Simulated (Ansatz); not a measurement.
# Kohn anomalies in Ti2O (P-3m1)

Wanted: frequencies of Ti2O (P-3m1) solved wavevector by wavevector at several smearings. The first relaxation steps of the session are not shown, so no cell shown is the starting entry, unless a step says so.

Program: Ansatz 0.2.0. Level of theory: DFT PBEsol, scalar-relativistic, plane waves, PAW; PAW set soft_1. Results are calculated unless marked as measured.

**1. The cell after earlier relaxation steps**

It takes space group P-3m1 (No. 164, trigonal). The conventional cell has a = 2.953 Å, b = 2.953 Å, c = 4.723 Å, α = 90.00°, β = 90.00°, γ = 120.00°. Nearest to Ti lie 3 O at 2.11 Å. O has 6 Ti at 2.11 Å nearest. Farther neighbours and most contacts between anions are not listed.

**2. Relaxing tightly for phonons**

Residual forces and stress shift phonon frequencies, so the cell is relaxed again, with tight thresholds and the mesh and smearing of this input. Earlier relaxation steps are not shown.

input.yaml reads:

```yaml
crystal:
  lattice:
    - [2.9527736952, 0.0, 0.0]
    - [-1.4763868476, 2.5571770317, 0.0]
    - [0.0, 0.0, 4.723362607]
  atoms:
    - { symbol: Ti, position: [0.6666666667, 0.3333333333, 0.2628353137] }
    - { symbol: Ti, position: [0.3333333333, 0.6666666667, 0.7371646863] }
    - { symbol: O, position: [0.0, 0.0, 0.0] }
kpoints:
  mp_grid: { grid: [12, 12, 6] }
hamiltonian:
  xc: pbesol
  pseudopotentials: { kind: paw, azcp: { folder: soft_1 }, xc_functional: pbe }
scf:
  occupations: { method: methfessel_paxton, width: 0.2 }
output:
  forces: true
  stress: true
  eigenvalues: true
relax:
  adjacent_minimum: "off"
  f_tol: 0.001
  max_steps: 60
  cell: { stress_tol: 0.01 }
```

On the command line:

```bash
> ansatz run input.yaml --threads 4 --pin off --max-ram 12288MiB --backend cpu --events-out ev --progress --plain --runs-dir out
```

Numbers of over 12 decimals in the logs are rounded to 6 here.

Log:

```text
[the first part of the log is left out]
  E_paw        = -2191.027888  (= ΣΔE_a)
  E_vpaw       = -389.157443  (= ΣTr[D̂ρ^β])
  E_aug_tail   = 0.000579  (compensation charges beyond the density's cutoff)
  E_ewald      = -2798.693241
  E_core_change = 0.314057  (= ΣΔE_core)
  E_smearing   = 0.001360  (= −TS)
  E_closure    = -0.000000  (closes the sum)
  Σ components = -5511.831705   (vs F -5511.831705, Δ=0.00e0)
--- Forces (eV/Å), atoms counted from 1 ---
  atom   1  Ti    -0.00000000    -0.00000000    -0.00078522
  atom   2  Ti     0.00000000     0.00000000     0.00078522
  atom   3  O     -0.00000000     0.00000000     0.00000000
  max |Σ_I F_I| component: 1.16e-18 eV/Å
--- Stress (GPa, compression-positive) ---
       -0.004447      -0.000000       0.000000
       -0.000000      -0.004447       0.000000
        0.000000       0.000000      -0.003356
  P = ⅓ Tr σ = -0.0041 GPa (-0.041 kbar)
--- Band table (eV; the first three rows and the last of 100) ---
  k-point 0: bands = ["-41.4611", "-41.3219", "-18.2685", "-17.5705", "-17.5705", "-17.4810", "-17.4810", "-17.4555", "-5.7526", "7.5646", "9.1060", "9.1060", "11.8110", "15.4487", "15.6602", "16.0364", "16.0364", "16.5095", "16.5095"]
  k-point 1: bands = ["-41.4525", "-41.3308", "-18.2170", "-17.5658", "-17.5658", "-17.5133", "-17.4857", "-17.4857", "-5.7367", "7.4588", "9.0889", "9.0889", "12.1285", "15.0089", "15.9033", "15.9033", "16.1058", "16.5159", "16.5159"]
  k-point 2: bands = ["-41.4295", "-41.3542", "-18.0744", "-17.6683", "-17.5542", "-17.5542", "-17.4972", "-17.4972", "-5.7047", "7.2692", "9.0555", "9.0555", "12.9074", "14.4831", "15.6488", "15.6488", "16.5489", "17.0098", "17.0098"]
  k-point 99: bands = ["-41.3063", "-41.3063", "-18.0218", "-18.0218", "-17.9453", "-17.9070", "-17.5620", "-17.5620", "-5.2777", "7.6169", "7.6169", "8.3990", "14.1968", "14.7267", "14.7267", "16.5499", "16.5499", "16.7923", "18.3836"]
--- Relaxed structure (3 steps of the walk, 3 accepted, 1 SCFs on fresh bases) ---
  F+E_penalty+E_count = -5511.83170474 eV   max|allowed force component| = 7.852e-4 eV/Å   (the final SCF, on the basis selected at the relaxed cell)
  cell:  # Å, volume = 35.6597 Å³
    - [2.952502, 0, 0]
    - [-1.476251, 2.556942, 0]
    - [0, 0, 4.723528]
  atoms:
    - { symbol: Ti, position: [0.666667, 0.333333, 0.262822] }
    - { symbol: Ti, position: [0.333333, 0.666667, 0.737178] }
    - { symbol: O, position: [0, 0, 0] }
```

Wall time 4.5 s (4 threads of Arm Neoverse V1, shared host); peak memory 0.38 GiB.

This run has no spin polarisation, although Ti can carry a moment.

Little changed from the start: no atom moved by 0.005 Å and no cell edge by 0.1 %.

Numbers from this step:

```
pressure          : -0.004083 GPa
volume per atom   : 11.89 Å³/atom
metallic on mesh  : yes
gap on the k-mesh : 0 eV
```

The largest force is now 7.9e-4 eV/Å and the largest stress component 0.0044 GPa, small enough for phonons.

**3. Wavevectors along a line: Fermi–Dirac smearing of 0.1 eV**

The smearing blurs the Fermi surface that screens the phonons; a Fermi–Dirac width is an electronic temperature.

input.yaml reads:

```yaml
crystal:
  lattice:
    - [2.9525024356, 0.0, 0.0]
    - [-1.4762512178, 2.556942114, 0.0]
    - [0.0, 0.0, 4.723528279]
  atoms:
    - { symbol: Ti, position: [0.6666666667, 0.3333333333, 0.262821967] }
    - { symbol: Ti, position: [0.3333333333, 0.6666666667, 0.737178033] }
    - { symbol: O, position: [0.0, 0.0, 0.0] }
kpoints:
  mp_grid: { grid: [18, 18, 9] }
hamiltonian:
  xc: pbesol
  pseudopotentials: { kind: paw, azcp: { folder: soft_1 }, xc_functional: pbe }
scf:
  occupations: { method: fermi_dirac, width: 0.1 }
output:
  eigenvalues: true
phonons:
  method: dfpt
  qpoints:
    - [0, 0, 0]
    - [0.166666667, 0.0, 0.0]
    - [0.333333333, 0.0, 0.0]
    - [0.5, 0.0, 0.0]
```

Log:

```text
The run solves and reports these wavevectors of phonons.qpoints, in the list's order, at another value: [0.166666667, 0.0, 0.0] as [0.166667, 0.0, 0.0], [0.333333333, 0.0, 0.0] as [0.333333, 0.0, 0.0].
[...]
Crystal: 3 atoms, lattice volume = 35.660 Å³
Basis set: ecut = 420 eV, 687 PW (Γ), exchange–correlation on 40×40×64 points (8 copies of the dense FFT grid, shifted against one another)
Bands: 19, of which v1, the nominal top of the filled ones, is band 15 counted from 1 (14 counted from 0)
Symmetry: 12 space group operations
k-points: 293 of 2916
[...]
SCF iter   1: F=—  HF=-5515.784985 eV  |F-HF|=—  |Δ(HF+E_count)|=         —  Δρ=1.79e-1  dr2=2.05e1  ethr=3.10e-3  ⟨swp⟩=3.5  Hψ=21069  notcnv=0
[...]
SCF iter   2: F=—  HF=-5513.777141 eV  |F-HF|=—  |Δ(HF+E_count)|=    2.01e0  Δρ=1.06e-1  dr2=9.03e0  ethr=3.10e-3  ⟨swp⟩=4.2  Hψ=37119  notcnv=0
automatic band count: the SCF goes on with 23 bands, as 19 were too few: they end inside the smearing window of the response
SCF iter   3: F=—  HF=-5511.973536 eV  |F-HF|=—  |Δ(HF+E_count)|=    1.80e0  Δρ=3.59e-2  dr2=4.62e-1  ethr=3.10e-3  ⟨swp⟩=3.3  Hψ=15839  notcnv=0  defer=11
[...]
SCF iter  10: F=-5511.849739 eV  HF=-5511.849739 eV  |F-HF|=5.46e-12  |Δ(HF+E_count)|=  4.07e-10  Δρ=1.30e-7  dr2=4.79e-12  ethr=1.00e-12  ⟨swp⟩=4.2  Hψ=28863  notcnv=0
SCF 1 converged in 10 iterations: F = -5511.849739 eV  dr2 = 4.79e-12
[...]
NSCF: frozen V_eff on 293 k-points
[...]
DFPT response loops at q = (0, 0, 0) (fractional): preconditioner auto → Kerker (q_TF=auto, 2.651 Å⁻¹) (partly filled bands, converged f_vac=0.000); β = 1.00, the filter's whole step (`scf.mixing.beta` (0.50) is not read by the response loops under this deck's `scf.mixing.preconditioner`; to damp them name `kerker` or `kerker_dos`, under which they read `scf.mixing.beta`, and type it under 1.00, their step now; both keys bind the ground state too); Broyden in place of MSR1
[...]
SCF converged after 10 iterations
Free energy (F): -5511.849739 eV
[...]
Internal energy: -5511.811749 eV  (E = F + TS)
E sigma→0 (E₀):  -5511.830744 eV
Entropy (-TS):   -0.037990 eV (-12.663 meV/atom)
Fermi energy:    15.459068 eV
[...]
--- Band table (eV; the first three rows and the last of 293) ---
  k-point 0: bands = [... 11 lower, 9.1089, 11.8097, 15.4504, 15.6628, 16.0379, 16.0379, 16.5121, 16.5121, ... 4 higher]
  k-point 1: bands = [... 11 lower, 9.1009, 11.9553, 15.1807, 15.9370, 15.9830, 15.9830, 16.4571, 16.4571, ... 4 higher]
  k-point 2: bands = [... 11 lower, 9.0809, 12.3523, 14.8401, 15.8126, 15.8126, 16.2716, 16.6417, 16.6417, ... 4 higher]
  k-point 292: bands = [... 11 lower, 8.4037, 14.1768, 14.7066, 14.7066, 16.5738, 16.5738, 16.8238, 18.3784, ... 4 higher]
--- Phonons (Γ-DFPT): 4 representative perturbations + reference (Σ response iterations 12) ---
  ASR residual: 4.527e-4 → 0.000e0 eV/Å²; symmetrization residual: 8.251e-7 eV/Å²
  ASR residual per site (eV/Å²): 4.53e-4 4.53e-4 3.46e-5
  Γ frequencies (cm⁻¹): 0.00 0.00 0.00 160.60 160.60 297.55 443.56 443.56 504.88
  non-analytic LO–TO correction: not included (Born effective charges unavailable; polar crystals: no LO–TO splitting at Γ)
--- Phonons (arbitrary-q DFPT): 4 explicit q-points ---
  q = [0, 0, 0] (of the zone-centre solve; hermiticity 1.28e-7, symmetrization 3.33e-14): -0.00 -0.00 0.00 160.60 160.60 297.55 443.56 443.56 504.88
  q = [0.166667, 0, 0] (4 solved perturbations in 8910 linear systems a pass and spin channel, the states on 2916 of 2916 k-point pairs; hermiticity 2.91e-7, symmetrization 3.41e-8): 98.40 105.63 169.91 184.73 207.75 290.73 440.05 441.77 488.59
[...]
sum rule: each row above includes the acoustic sum rule's correction from the zone centre's row sums; it moved no ω² by more than (1.60 cm⁻¹)²
```

The job ended after 7.4 min (4 threads; peak memory 5.6 GiB; 28 min of CPU time).

Each wavevector solved by linear response. Table of frequency by |q| along the line; 7 of 9 lines:

| \|q\| along the line (Å⁻¹) | mode 1 (cm⁻¹) | mode 2 (cm⁻¹) | mode 3 (cm⁻¹) | mode 4 (cm⁻¹) | mode 5 (cm⁻¹) | mode 6 (cm⁻¹) | mode 7 (cm⁻¹) |
| --- | --- | --- | --- | --- | --- | --- | --- |
| 0.000 | 0 | 0 | 0 | 161 | 161 | 298 | 444 |
| 0.410 | 98.4 | 106 | 170 | 185 | 208 | 291 | 440 |
| 0.819 | 184 | 184 | 229 | 257 | 277 | 308 | 436 |
| 1.229 | 213 | 223 | 250 | 255 | 309 | 354 | 433 |

**4. Wavevectors along a line: Fermi–Dirac smearing of 0.25 eV**

Each wavevector is solved by itself, so no interpolation smooths a dip of the branch.

input.yaml, as its differences from that of step 3:

```diff
@@ -15,3 +15,3 @@
 scf:
-  occupations: { method: fermi_dirac, width: 0.1 }
+  occupations: { method: fermi_dirac, width: 0.25 }
 output:
```

Wider smearing eases the sum over k-points of a metal but moves the result away from its zero-temperature value.

Log:

```text
band count auto-derived: 21 (N_el = 30.0; filled up to band 15; 19 by the electrons, moments and atoms)
[...]
Crystal: 3 atoms, lattice volume = 35.660 Å³
Basis set: ecut = 420 eV, 687 PW (Γ), exchange–correlation on 40×40×64 points (8 copies of the dense FFT grid, shifted against one another)
Bands: 21, of which v1, the nominal top of the filled ones, is band 15 counted from 1 (14 counted from 0)
[... 1 set-up line as in the run before ...]
k-points: 293 of 2916
[...]
SCF iter   1: F=—  HF=-5515.882362 eV  |F-HF|=—  |Δ(HF+E_count)|=         —  Δρ=1.80e-1  dr2=2.05e1  ethr=3.10e-3  ⟨swp⟩=5.0  Hψ=52687  notcnv=0
[...]
SCF iter  10: F=-5511.977009 eV  HF=-5511.977009 eV  |F-HF|=3.64e-12  |Δ(HF+E_count)|=  4.35e-10  Δρ=1.48e-7  dr2=5.79e-12  ethr=1.00e-12  ⟨swp⟩=4.2  Hψ=29933  notcnv=0
SCF 1 converged in 10 iterations: F = -5511.977009 eV  dr2 = 5.79e-12
[...]
SCF converged after 10 iterations
Free energy (F): -5511.977009 eV
[...]
Internal energy: -5511.626947 eV  (E = F + TS)
E sigma→0 (E₀):  -5511.801978 eV
Entropy (-TS):   -0.350062 eV (-116.687 meV/atom)
Fermi energy:    15.478843 eV
[...]
--- Band table (eV; the first three rows and the last of 293) ---
  k-point 0: bands = [... 11 lower, 9.1347, 11.7935, 15.4640, 15.6856, 16.0577, 16.0577, 16.5374, 16.5374, ... 8 higher]
  k-point 1: bands = [... 11 lower, 9.1266, 11.9399, 15.1954, 15.9581, 16.0033, 16.0033, 16.4797, 16.4797, ... 8 higher]
  k-point 2: bands = [... 11 lower, 9.1066, 12.3389, 14.8522, 15.8330, 15.8330, 16.2934, 16.6640, 16.6640, ... 8 higher]
  k-point 292: bands = [... 11 lower, 8.4251, 14.1796, 14.7072, 14.7072, 16.5963, 16.5963, 16.8472, 18.4045, ... 8 higher]
[...]
ASR residual: 1.877e-3 → 0.000e0 eV/Å²; symmetrization residual: 2.401e-6 eV/Å²
  ASR residual per site (eV/Å²): 1.88e-3 1.88e-3 1.69e-4
  Γ frequencies (cm⁻¹): 0.00 0.00 0.00 158.08 158.08 305.29 436.36 436.36 500.74
[...]
--- Phonons (arbitrary-q DFPT): 4 explicit q-points ---
[...]
```

The job ended after 9.5 min (4 threads; peak memory 5.7 GiB; 37 min of CPU time).

Each wavevector solved by linear response. Frequency against |q| along the line; 7 of 9 lines:

| \|q\| along the line (Å⁻¹) | mode 1 (cm⁻¹) | mode 2 (cm⁻¹) | mode 3 (cm⁻¹) | mode 4 (cm⁻¹) | mode 5 (cm⁻¹) | mode 6 (cm⁻¹) | mode 7 (cm⁻¹) |
| --- | --- | --- | --- | --- | --- | --- | --- |
| 0.000 | 0 | 0 | 0 | 158 | 158 | 305 | 436 |
| 0.410 | 94.3 | 104 | 168 | 180 | 202 | 293 | 434 |
| 0.819 | 180 | 182 | 222 | 251 | 269 | 298 | 431 |
| 1.229 | 210 | 219 | 242 | 243 | 298 | 339 | 431 |

Against step 3 (now smearing width 0.25 eV), the free energy moves by -42.4 meV an atom.

**5. Wavevectors along a line: Fermi–Dirac smearing of 0.04 eV**

Each wavevector is solved by itself, so no interpolation smooths a dip of the branch.

input.yaml, as its differences from that of step 4:

```diff
@@ -15,3 +15,3 @@
 scf:
-  occupations: { method: fermi_dirac, width: 0.25 }
+  occupations: { method: fermi_dirac, width: 0.04 }
 output:
```

Narrower smearing comes nearer the zero-temperature value but asks more of the mesh.

Log:

```text
[...]
Crystal: 3 atoms, lattice volume = 35.660 Å³
Basis set: ecut = 420 eV, 687 PW (Γ), exchange–correlation on 40×40×64 points (8 copies of the dense FFT grid, shifted against one another)
Bands: 19, of which v1, the nominal top of the filled ones, is band 15 counted from 1 (14 counted from 0)
[... 1 set-up line as in the run before ...]
k-points: 293 of 2916
[...]
SCF iter   1: F=—  HF=-5515.771862 eV  |F-HF|=—  |Δ(HF+E_count)|=         —  Δρ=1.79e-1  dr2=2.05e1  ethr=3.10e-3  ⟨swp⟩=3.5  Hψ=21185  notcnv=0
[...]
SCF iter  11: F=-5511.834686 eV  HF=-5511.834686 eV  |F-HF|=9.09e-13  |Δ(HF+E_count)|=  2.73e-12  Δρ=2.07e-8  dr2=8.27e-14  ethr=1.00e-12  ⟨swp⟩=5.2  Hψ=22133  notcnv=0
the search or the solves at the SCF's close seem to have found levels that the self-consistency loop had missed (the run counts 1). By its estimate they hold under 1e-12 electrons; where the run keeps them, the occupations were computed again with them
SCF 1 converged in 11 iterations: F = -5511.834686 eV  dr2 = 8.27e-14
[...]
SCF converged after 11 iterations
Free energy (F): -5511.834686 eV
[...]
Internal energy: -5511.829311 eV  (E = F + TS)
E sigma→0 (E₀):  -5511.831999 eV
Entropy (-TS):   -0.005375 eV (-1.792 meV/atom)
Fermi energy:    15.465342 eV
[...]
--- Band table (eV; the first three rows and the last of 293) ---
  k-point 0: bands = [... 11 lower, 9.1067, 11.8113, 15.4491, 15.6604, 16.0363, 16.0363, 16.5096, 16.5096]
  k-point 1: bands = [... 11 lower, 9.0987, 11.9567, 15.1792, 15.9349, 15.9814, 15.9814, 16.4549, 16.4549]
  k-point 2: bands = [... 11 lower, 9.0787, 12.3536, 14.8389, 15.8110, 15.8110, 16.2695, 16.6396, 16.6396]
  k-point 292: bands = [... 11 lower, 8.4020, 14.1766, 14.7066, 14.7066, 16.5717, 16.5717, 16.8218, 18.3759]
[...]
ASR residual: 2.284e-4 → 0.000e0 eV/Å²; symmetrization residual: 1.588e-6 eV/Å²
  ASR residual per site (eV/Å²): 2.28e-4 2.28e-4 4.38e-5
  Γ frequencies (cm⁻¹): 0.00 0.00 0.00 163.71 163.71 296.65 444.51 444.51 505.53
[...]
--- Phonons (arbitrary-q DFPT): 4 explicit q-points ---
[...]
```

The job ended after 6.8 min (4 threads; peak memory 5.2 GiB; 26 min of CPU time).

Each wavevector solved by linear response. Table of frequency by |q| along the line; 7 of 9 lines:

| \|q\| along the line (Å⁻¹) | mode 1 (cm⁻¹) | mode 2 (cm⁻¹) | mode 3 (cm⁻¹) | mode 4 (cm⁻¹) | mode 5 (cm⁻¹) | mode 6 (cm⁻¹) | mode 7 (cm⁻¹) |
| --- | --- | --- | --- | --- | --- | --- | --- |
| 0.000 | 0 | 0 | 0 | 164 | 164 | 297 | 445 |
| 0.410 | 98.9 | 106 | 170 | 187 | 208 | 290 | 441 |
| 0.819 | 184 | 185 | 230 | 258 | 277 | 310 | 437 |
| 1.229 | 213 | 224 | 251 | 257 | 311 | 357 | 434 |

Against step 3 (now smearing width 0.04 eV), the free energy moves by +5.0 meV an atom.

**6. Wavevectors along a line: Methfessel–Paxton smearing of 0.2 eV**

Each wavevector is solved by itself, so no interpolation smooths a dip of the branch.

input.yaml, as its differences from that of step 5:

```diff
@@ -15,3 +15,3 @@
 scf:
-  occupations: { method: fermi_dirac, width: 0.04 }
+  occupations: { method: methfessel_paxton, width: 0.2 }
 output:
```

Log:

```text
[...]
Crystal: 3 atoms, lattice volume = 35.660 Å³
Basis set: ecut = 420 eV, 687 PW (Γ), exchange–correlation on 40×40×64 points (8 copies of the dense FFT grid, shifted against one another)
Bands: 19, of which v1, the nominal top of the filled ones, is band 15 counted from 1 (14 counted from 0)
[... 1 set-up line as in the run before ...]
k-points: 293 of 2916
[...]
SCF iter   1: F=—  HF=-5515.769544 eV  |F-HF|=—  |Δ(HF+E_count)|=         —  Δρ=1.79e-1  dr2=2.05e1  ethr=3.10e-3  ⟨swp⟩=4.4  Hψ=46224  notcnv=0
[...]
SCF iter  10: F=-5511.831702 eV  HF=-5511.831702 eV  |F-HF|=2.73e-12  |Δ(HF+E_count)|=  9.37e-11  S|Δr|=    0.00e0  Δρ=1.36e-7  dr2=4.48e-12  ethr=1.00e-12  ⟨swp⟩=8.6  Hψ=32376  notcnv=0
SCF 1 converged in 10 iterations: F = -5511.831702 eV  dr2 = 4.48e-12
[...]
SCF converged after 10 iterations
Stability not checked: this state was not tested for a lower state beside it, because cold or Methfessel-Paxton smearing, or corrected tetrahedra, fill the levels in a way that the test cannot read (fill_not_monotonic; see scf.lower_state_search)
Free energy (F): -5511.831702 eV
[...]
Internal energy: -5511.832754 eV  (E = F + TS)
E sigma→0 (E₀):  -5511.831965 eV
Entropy (-TS):   0.001051 eV (0.350 meV/atom)
Fermi energy:    15.466774 eV
[...]
--- Band table (eV; the first three rows and the last of 293) ---
  k-point 0: bands = [... 11 lower, 9.1064, 11.8114, 15.4489, 15.6601, 16.0359, 16.0359, 16.5093, 16.5093, ... 4 higher]
  k-point 1: bands = [... 11 lower, 9.0984, 11.9569, 15.1790, 15.9346, 15.9811, 15.9811, 16.4545, 16.4545, ... 4 higher]
  k-point 2: bands = [... 11 lower, 9.0784, 12.3537, 14.8387, 15.8106, 15.8106, 16.2692, 16.6392, 16.6392, ... 4 higher]
  k-point 292: bands = [... 11 lower, 8.4017, 14.1764, 14.7065, 14.7065, 16.5714, 16.5714, 16.8214, 18.3754, ... 4 higher]
[...]
ASR residual: 4.334e-5 → 0.000e0 eV/Å²; symmetrization residual: 7.932e-7 eV/Å²
  ASR residual per site (eV/Å²): 3.31e-5 3.31e-5 4.33e-5
  Γ frequencies (cm⁻¹): 0.00 0.00 0.00 162.16 162.16 294.33 444.71 444.71 505.39
[...]
--- Phonons (arbitrary-q DFPT): 4 explicit q-points ---
[...]
```

Elapsed: 7.4 min, on 4 threads; peak memory 5.6 GiB.

Each wavevector solved by linear response. The frequency by |q| along the line; 7 of 9 lines:

| \|q\| along the line (Å⁻¹) | mode 1 (cm⁻¹) | mode 2 (cm⁻¹) | mode 3 (cm⁻¹) | mode 4 (cm⁻¹) | mode 5 (cm⁻¹) | mode 6 (cm⁻¹) | mode 7 (cm⁻¹) |
| --- | --- | --- | --- | --- | --- | --- | --- |
| 0.000 | 0 | 0 | 0 | 162 | 162 | 294 | 445 |
| 0.410 | 99.1 | 106 | 170 | 187 | 208 | 289 | 441 |
| 0.819 | 185 | 185 | 230 | 258 | 278 | 311 | 437 |
| 1.229 | 213 | 225 | 251 | 257 | 312 | 357 | 434 |

Against step 3 (now occupations Methfessel-Paxton and smearing width 0.2 eV), the free energy moves by +6.0 meV an atom.

**7. Smearing and the soft branch**

Table of lowest frequency by |q| along the line:

| \|q\| along the line (Å⁻¹) | fermi dirac 0.1 eV, k 18x18x9 (cm⁻¹) | fermi dirac 0.25 eV, k 18x18x9 (cm⁻¹) | fermi dirac 0.04 eV, k 18x18x9 (cm⁻¹) | methfessel paxton 0.2 eV, k 18x18x9 (cm⁻¹) |
| --- | --- | --- | --- | --- |
| 0.000 | 0 | 0 | 0 | 0 |
| 0.410 | 98.4 | 94.3 | 98.9 | 99.1 |
| 0.819 | 184 | 180 | 184 | 185 |
| 1.229 | 213 | 210 | 213 | 213 |

**8. Outcome**

```yaml
phonon_run_of_the_rows_without_a_label_of_their_own: PBEsol, k 18×18×9
lowest_branch_at_the_last_solved_point_fermi_dirac_0p1_ev: 213 cm⁻¹ at |q| = 1.23 Å⁻¹
lowest_branch_at_the_last_solved_point_fermi_dirac_0p25_ev: 210 cm⁻¹ at |q| = 1.23 Å⁻¹
lowest_branch_at_the_last_solved_point_fermi_dirac_0p04_ev: 213 cm⁻¹ at |q| = 1.23 Å⁻¹
lowest_branch_at_the_last_solved_point_methfessel_paxton_0p2_ev: 213 cm⁻¹ at |q| = 1.23 Å⁻¹
```

In words: No branch softens by more than 4 % of the top frequency as the smearing narrows, so no anomaly that hangs on the smearing shows at these points. The line holds 4 wavevectors, so a narrow dip between them would be missed. Between Fermi–Dirac 0.25 eV and Fermi–Dirac 0.04 eV the largest change, with modes counted by rank of frequency, is in mode 6 at |q| = 1.23 Å⁻¹, from 339 to 357 cm⁻¹. Where branches cross, a count by rank can hide a softening. At the narrowest width the k mesh may not resolve the Fermi surface, so part of the change can be mesh noise. The PAW files were made for PBE; under other functionals the run regenerates their frozen core.

[Logs are printed without paths, hosts, clocks, repeated set-up lines and the standing remarks that a program may print on its own settings, such as how far it seeks lower states.]

[Hosts, paths, dates, database ids (printed as entryN), source tags and the programs' standing remarks are cut or masked in the printed files.]
